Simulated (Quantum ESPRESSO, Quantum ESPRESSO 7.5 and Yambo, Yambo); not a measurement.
**LuBi2O4Cl (P4/mmm): G0W0 with Yambo, start to end**

Wanted: ground state, empty states, screening and self-energy for LuBi2O4Cl (P4/mmm).

Calculated with Quantum ESPRESSO 7.5 and Yambo 5.3.0; PBEsol and many-body steps on it, plane waves.

This is a report of a sequence of runs, with the program logs left out and the cost of each run kept.

## Step 1: The structure

Symmetry: P4/mmm, No. 123, tetragonal system. Conventional cell: a = 3.823 Å, b = 3.823 Å, c = 8.856 Å, α = 90.00°, β = 90.00°, γ = 90.00°. Lu has 8 O at 2.34 Å nearest. Nearest to Bi lie 4 O at 2.23 Å. Nearest to Cl lie 8 Bi at 3.33 Å. Nearest to O lie 2 Bi at 2.23 Å and 2 Lu at 2.34 Å. Farther neighbours, and contacts between anions beyond the nearest, are not listed.

The cell and positions come from the Crystallography Open Database and are kept as given unless a step says otherwise.

## Step 2: Ground state

This step: Quantum ESPRESSO 7.5; DFT, PBEsol, plane waves, norm-conserving pseudopotentials.

The ground-state density comes first.

pw.in

```
&control
  calculation = 'scf'
  prefix = 'x'
  outdir = 'o'
  pseudo_dir = 'pseudo'
/
&system
  ibrav = 0
  nat = 8
  ntyp = 4
  ecutwfc = 92.0
  nbnd = 59
  force_symmorphic = .true.
/
&electrons
  conv_thr = 1e-10
  electron_maxstep = 80
  mixing_beta = 0.5
/
ATOMIC_SPECIES
  Lu 174.97 Lu.upf
  Bi 208.98 Bi.upf
  Cl 35.45 Cl.upf
  O 15.999 O.upf
CELL_PARAMETERS angstrom
  3.8232000000 0.0000000000 0.0000000000
  0.0000000000 3.8232000000 0.0000000000
  0.0000000000 0.0000000000 8.8560000000
ATOMIC_POSITIONS crystal
  Lu 0.0000000000 0.0000000000 0.0000000000
  Bi 0.5000000000 0.5000000000 0.7193000000
  Bi 0.5000000000 0.5000000000 0.2807000000
  Cl 0.0000000000 0.0000000000 0.5000000000
  O 0.5000000000 0.0000000000 0.8480000000
  O 0.0000000000 0.5000000000 0.8480000000
  O 0.5000000000 0.0000000000 0.1520000000
  O 0.0000000000 0.5000000000 0.1520000000
K_POINTS automatic
  6 6 4 0 0 0
```

The run is started by

```console
$ OMP_NUM_THREADS=1 mpirun -n 8 pw.x -nk 8 -in pw.in > pw.out
```

Elapsed: 80 s, on 8 MPI ranks of Arm Neoverse V1, shared host; peak memory 1.7 GiB; 11 min of CPU time.

This step gave:

```yaml
total_energy: -21582.1591 eV
gap: 1.125 eV
k_of_the_valence_top: -0.5, -0.5, 0
k_of_the_conduction_bottom: 0, 0, 0
least_direct_gap: 1.513 eV
```

The gap is indirect, with the least direct gap 0.39 eV higher.

## Step 3: Bands along the symmetry lines

The cheap functional maps the bands first; the places of the edges decide which points the dearer methods must see.

pw.in

```
&control
  calculation = 'bands'
  prefix = 'x'
  outdir = 'o'
  pseudo_dir = 'pseudo'
/
&system
  ibrav = 0
  nat = 8
  ntyp = 4
  ecutwfc = 92.0
  nbnd = 57
  force_symmorphic = .true.
/
&electrons
  conv_thr = 1e-9
  electron_maxstep = 80
  diago_full_acc = .true.
  diago_thr_init = 5e-6
/
ATOMIC_SPECIES
  Lu 174.97 Lu.upf
  Bi 208.98 Bi.upf
  Cl 35.45 Cl.upf
  O 15.999 O.upf
CELL_PARAMETERS angstrom
  3.8232000000 0.0000000000 0.0000000000
  0.0000000000 3.8232000000 0.0000000000
  0.0000000000 0.0000000000 8.8560000000
ATOMIC_POSITIONS crystal
  Lu 0.0000000000 0.0000000000 0.0000000000
  Bi 0.5000000000 0.5000000000 0.7193000000
  Bi 0.5000000000 0.5000000000 0.2807000000
  Cl 0.0000000000 0.0000000000 0.5000000000
  O 0.5000000000 0.0000000000 0.8480000000
  O 0.0000000000 0.5000000000 0.8480000000
  O 0.5000000000 0.0000000000 0.1520000000
  O 0.0000000000 0.5000000000 0.1520000000
K_POINTS crystal
  75
  0.00000000 0.00000000 0.00000000 1
  0.00000000 0.06250000 0.00000000 1
  0.00000000 0.12500000 0.00000000 1
  0.00000000 0.18750000 0.00000000 1
  0.00000000 0.25000000 0.00000000 1
  0.00000000 0.31250000 0.00000000 1
  0.00000000 0.37500000 0.00000000 1
  0.00000000 0.43750000 0.00000000 1
  0.00000000 0.50000000 0.00000000 1
  0.06250000 0.50000000 0.00000000 1
  0.12500000 0.50000000 0.00000000 1
  0.18750000 0.50000000 0.00000000 1
  0.25000000 0.50000000 0.00000000 1
  0.31250000 0.50000000 0.00000000 1
  0.37500000 0.50000000 0.00000000 1
  0.43750000 0.50000000 0.00000000 1
  0.50000000 0.50000000 0.00000000 1
  0.43750000 0.43750000 0.00000000 1
  0.37500000 0.37500000 0.00000000 1
  0.31250000 0.31250000 0.00000000 1
  0.25000000 0.25000000 0.00000000 1
  0.18750000 0.18750000 0.00000000 1
  0.12500000 0.12500000 0.00000000 1
  0.06250000 0.06250000 0.00000000 1
  0.00000000 0.00000000 0.00000000 1
  0.00000000 0.00000000 0.06250000 1
  0.00000000 0.00000000 0.12500000 1
  0.00000000 0.00000000 0.18750000 1
  0.00000000 0.00000000 0.25000000 1
  0.00000000 0.00000000 0.31250000 1
  0.00000000 0.00000000 0.37500000 1
  0.00000000 0.00000000 0.43750000 1
  0.00000000 0.00000000 0.50000000 1
  0.00000000 0.06250000 0.50000000 1
  0.00000000 0.12500000 0.50000000 1
  0.00000000 0.18750000 0.50000000 1
  0.00000000 0.25000000 0.50000000 1
  0.00000000 0.31250000 0.50000000 1
  0.00000000 0.37500000 0.50000000 1
  0.00000000 0.43750000 0.50000000 1
  0.00000000 0.50000000 0.50000000 1
  0.06250000 0.50000000 0.50000000 1
  0.12500000 0.50000000 0.50000000 1
  0.18750000 0.50000000 0.50000000 1
  0.25000000 0.50000000 0.50000000 1
  0.31250000 0.50000000 0.50000000 1
  0.37500000 0.50000000 0.50000000 1
  0.43750000 0.50000000 0.50000000 1
  0.50000000 0.50000000 0.50000000 1
  0.43750000 0.43750000 0.50000000 1
  0.37500000 0.37500000 0.50000000 1
  0.31250000 0.31250000 0.50000000 1
  0.25000000 0.25000000 0.50000000 1
  0.18750000 0.18750000 0.50000000 1
  0.12500000 0.12500000 0.50000000 1
  0.06250000 0.06250000 0.50000000 1
  0.00000000 0.00000000 0.50000000 1
  0.00000000 0.50000000 0.00000000 1
  0.00000000 0.50000000 0.06250000 1
  0.00000000 0.50000000 0.12500000 1
  0.00000000 0.50000000 0.18750000 1
  0.00000000 0.50000000 0.25000000 1
  0.00000000 0.50000000 0.31250000 1
  0.00000000 0.50000000 0.37500000 1
  0.00000000 0.50000000 0.43750000 1
  0.00000000 0.50000000 0.50000000 1
  0.50000000 0.50000000 0.00000000 1
  0.50000000 0.50000000 0.06250000 1
  0.50000000 0.50000000 0.12500000 1
  0.50000000 0.50000000 0.18750000 1
  0.50000000 0.50000000 0.25000000 1
  0.50000000 0.50000000 0.31250000 1
  0.50000000 0.50000000 0.37500000 1
  0.50000000 0.50000000 0.43750000 1
  0.50000000 0.50000000 0.50000000 1
```

Elapsed: 41 s, on 8 MPI ranks; peak memory 1.3 GiB; 5.5 min of CPU time.

Numbers from this step:

| Property | Result |
| --- | --- |
| gap | 1.125 eV |
| k of the valence top | 0.5, 0.5, 0 |
| k of the conduction bottom | 0, 0, 0 |
| least direct gap | 1.513 eV |

The gap is 1.125 eV, as in the run before at this level.

Electronic bands along the path, in eV, zero at the top of the highest filled band:

| point | band 48 | band 49 | band 50 | band 51 | band 52 | band 53 | band 54 | band 55 |
| --- | --- | --- | --- | --- | --- | --- | --- | --- |
| Γ | -0.81 | -0.80 | -0.80 | -0.39 | 1.13 | 3.86 | 5.30 | 5.30 |
| halfway | -1.16 | -1.16 | -1.10 | -0.37 | 2.95 | 3.90 | 4.22 | 5.33 |
| X | -1.45 | -1.34 | -0.60 | -0.59 | 2.78 | 4.68 | 4.84 | 5.38 |
| halfway | -1.60 | -1.16 | -1.13 | -0.79 | 3.79 | 4.04 | 4.52 | 4.66 |
| M | -1.04 | -1.00 | -0.86 | 0.00 | 3.67 | 3.67 | 3.71 | 4.79 |
| halfway | -1.24 | -0.85 | -0.73 | -0.68 | 3.03 | 4.07 | 4.71 | 4.91 |
| Γ | -0.81 | -0.80 | -0.80 | -0.39 | 1.13 | 3.86 | 5.30 | 5.30 |
| halfway | -0.81 | -0.80 | -0.80 | -0.59 | 1.39 | 3.57 | 5.32 | 5.32 |
| Z | -0.81 | -0.80 | -0.80 | -0.79 | 1.67 | 3.25 | 5.35 | 5.35 |
| halfway | -1.16 | -1.07 | -1.02 | -0.48 | 3.35 | 3.43 | 4.43 | 5.39 |
| R | -1.49 | -1.48 | -1.13 | -0.29 | 3.55 | 4.52 | 4.88 | 5.30 |
| halfway | -1.62 | -1.34 | -1.15 | -0.82 | 3.90 | 3.97 | 4.28 | 4.32 |
| A | -1.04 | -1.00 | -0.86 | 0.00 | 3.43 | 3.43 | 4.93 | 4.93 |
| halfway | -1.66 | -0.86 | -0.75 | -0.66 | 3.61 | 4.02 | 4.22 | 4.45 |
| Z | -0.81 | -0.80 | -0.80 | -0.79 | 1.67 | 3.25 | 5.35 | 5.35 |
| jump to X | -1.45 | -1.34 | -0.60 | -0.59 | 2.78 | 4.68 | 4.84 | 5.38 |
| halfway | -1.47 | -1.47 | -0.92 | -0.36 | 3.09 | 4.77 | 4.99 | 5.01 |
| R | -1.49 | -1.48 | -1.13 | -0.29 | 3.55 | 4.52 | 4.88 | 5.30 |
| jump to M | -1.04 | -1.00 | -0.86 | 0.00 | 3.67 | 3.67 | 3.71 | 4.79 |
| halfway | -1.04 | -1.00 | -0.86 | 0.00 | 3.54 | 3.54 | 4.12 | 4.87 |
| A | -1.04 | -1.00 | -0.86 | 0.00 | 3.43 | 3.43 | 4.93 | 4.93 |

## Step 4: Empty states on the mesh, 4×4×1 mesh, 590 bands

The sums over transitions need many empty states on a uniform mesh; this step solves for them.

pw.in

```
&control
  calculation = 'nscf'
  prefix = 'x'
  outdir = 'o'
  pseudo_dir = 'pseudo'
/
&system
  ibrav = 0
  nat = 8
  ntyp = 4
  ecutwfc = 92.0
  nbnd = 590
  force_symmorphic = .true.
/
&electrons
  conv_thr = 1e-9
  electron_maxstep = 80
  diago_full_acc = .true.
  diago_thr_init = 5e-6
/
ATOMIC_SPECIES
  Lu 174.97 Lu.upf
  Bi 208.98 Bi.upf
  Cl 35.45 Cl.upf
  O 15.999 O.upf
CELL_PARAMETERS angstrom
  3.8232000000 0.0000000000 0.0000000000
  0.0000000000 3.8232000000 0.0000000000
  0.0000000000 0.0000000000 8.8560000000
ATOMIC_POSITIONS crystal
  Lu 0.0000000000 0.0000000000 0.0000000000
  Bi 0.5000000000 0.5000000000 0.7193000000
  Bi 0.5000000000 0.5000000000 0.2807000000
  Cl 0.0000000000 0.0000000000 0.5000000000
  O 0.5000000000 0.0000000000 0.8480000000
  O 0.0000000000 0.5000000000 0.8480000000
  O 0.5000000000 0.0000000000 0.1520000000
  O 0.0000000000 0.5000000000 0.1520000000
K_POINTS automatic
  4 4 1 0 0 0
```

The run is started by

```console
$ OMP_NUM_THREADS=1 mpirun -n 8 pw.x -nk 4 -in pw.in > pw.out
```

Elapsed: 3.2 min, on 8 MPI ranks; peak memory 3.4 GiB; 25 min of CPU time.

Numbers from this step:

- gap: 1.125 eV
- k of the valence top: -0.5, -0.5, 0
- k of the conduction bottom: 0, 0, 0
- least direct gap: 1.513 eV
- k points computed: 6
- lowest point of the top converged band, above the valence top: 138.1076 eV

On this mesh the gap is 1.125 eV.

## Step 5: Conversion and set-up

This step: Yambo 5.3.0; conversion and set-up on PBEsol, plane waves, norm-conserving pseudopotentials.

The states are converted to the many-body program's format and the q mesh is built.

The run is started by

```console
$ (cd o/x.save; p2y > p2y.log; mv SAVE ../..); yambo > setup.log
```

Wall time 4.8 s (1 MPI rank); peak memory 0.25 GiB.

## Step 6: Screening and self-energy, 4×4×1 mesh, 271 bands, screening to 156.5 eV

G0W0 replaces the xc potential by the self-energy, built once from these orbitals. Only a window of levels is corrected, while the sums run over the empty bands that the input names.

This step: G0W0 on PBEsol, plane waves, norm-conserving pseudopotentials.

gw2.in

```
HF_and_locXC
gw0
dyson
ppa
em1d
rim_cut
RandQpts= 1000000
RandGvec= 1 RL
EXXRLvcs= 92 Ry
VXCRLvcs= 368 Ry
Chimod= "HARTREE"
% BndsRnXp
 1 | 271 |
%
NGsBlkXp= 11.5 Ry
% LongDrXp
 1 | 1 | 1 |
%
% GbndRnge
 1 | 271 |
%
DysSolver= "n"
ExtendOut
PPAPntXp= 27.21138 eV
% QPkrange
 6 | 6 | 50 | 53 |
 1 | 1 | 50 | 53 |
%
```

The run is started by

```console
$ OMP_NUM_THREADS=1 mpirun -n 8 yambo -F gw2.in -J gw2 -C gw2 > gw2.log
```

The job ended after 4.9 min (8 MPI ranks; peak memory 7.4 GiB).

This step gave:

| Item | Value |
| --- | --- |
| G0W0 gap on the mesh | 1.286 eV |
| starting gap on the mesh | 1.125 eV |
| k of the valence top | -0.5, -0.5, 0 |
| k of the conduction bottom | 0, 0, 0 |
| least direct G0W0 gap on the computed points | 1.984 eV |
| Z at the valence top | 0.7766 |
| Z at the conduction bottom | 0.8394 |

The gap on the mesh goes from 1.13 eV to 1.29 eV, a correction of +0.16 eV.

Limits: finite bands, cutoff and mesh; no spin-orbit coupling; coarse k mesh. v1 is the top filled band, c1 the lowest empty one. The levels before and after the correction (eV, zero at the valence-band top of each column):

|  | conduction bottom | valence top |
| --- | --- | --- |
| Kohn-Sham | 1.13 | 0.00 |
| G0W0 | 1.29 | 0.00 |

|  | level | energy (eV) |
| --- | --- | --- |
| Kohn-Sham | Γ v2 | -0.798 |
| Kohn-Sham | Γ v1 | -0.388 |
| Kohn-Sham | Γ c1 | 1.125 |
| Kohn-Sham | Γ c2 | 3.862 |
| Kohn-Sham | (-0.5 -0.5 0) v2 | -0.855 |
| Kohn-Sham | (-0.5 -0.5 0) v1 | 0.000 |
| Kohn-Sham | (-0.5 -0.5 0) c1-c2 | 3.668 |
| G0W0 | Γ v2 | -0.978 |
| G0W0 | Γ v1 | -0.699 |
| G0W0 | Γ c1 | 1.286 |
| G0W0 | Γ c2 | 4.224 |
| G0W0 | (-0.5 -0.5 0) v2 | -1.296 |
| G0W0 | (-0.5 -0.5 0) v1 | 0.000 |
| G0W0 | (-0.5 -0.5 0) c1-c2 | 4.089 |

## Step 7: Where the time went

Times are wall times on the hardware named with each run, good to a factor of about two.

| step | time | share | memory (GiB) |
| --- | --- | --- | --- |
| ground state | 80 s | 13 % | 1.7 |
| bands along the symmetry lines | 41 s | 7 % | 1.3 |
| empty states on the mesh | 3.2 min | 31 % | 3.4 |
| conversion and set-up | 4.8 s | 1 % | 0.25 |
| screening and self-energy | 4.9 min | 48 % | 7.4 |

## Step 8: Results

| Quantity | Value |
| --- | --- |
| PBEsol gap | 1.13 eV, indirect |
| G0W0 gap on the mesh | 1.29 eV |
| GW settings | 4×4×1 mesh, 271 bands, screening to 156.5 eV, Godby-Needs plasmon pole |
| known limits | short of the basis limit; no spin-orbit coupling; coarse k mesh |

In words: G0W0 moves the gap on the mesh from 1.13 eV to 1.29 eV (+0.16 eV), with Z of 0.78 and 0.84 at the edges. The dearest step here is «screening and self-energy». Bands and cutoff are finite, so the gap stands short of the basis limit, usually by up to a few tenths of an eV; the mesh is an error of its own. The 4×4×1 mesh is coarse for this cell, which bears on the long-range parts of exchange and screening. Mesh or cutoff lie under what a gap needs, so these runs test behaviour and cost; their gaps are not to be quoted. Where an edge is built on 6p states of lead, bismuth or thallium, scalar-relativistic gaps usually stand too wide, by a few tenths to over one eV. The many-body steps are scalar-relativistic: spin-orbit coupling is not in them.

[Long decimals in the printed logs are rounded to 6 places.]

[Logs are printed without paths, hosts, clocks, repeated set-up lines and the standing remarks that a program may print on its own settings, such as how far it seeks lower states.]

[Paths, hosts, dates, memory and timing lines, banners, echoed tables and standing remarks are left out of the program output; an Ansatz launch command may be rebuilt from the run's recorded settings. Measured values are a selection of at most five: reports struck by readers or far from the other reports are left out. None is set beside runs whose start may be inverted or whose files or cutoffs have a known fault.]

[Runs of the session that timed out or met a known fault of the program may be left out.]

[Hosts, paths, dates, database ids (printed as entryN), source tags and the programs' standing remarks are cut or masked in the printed files.]
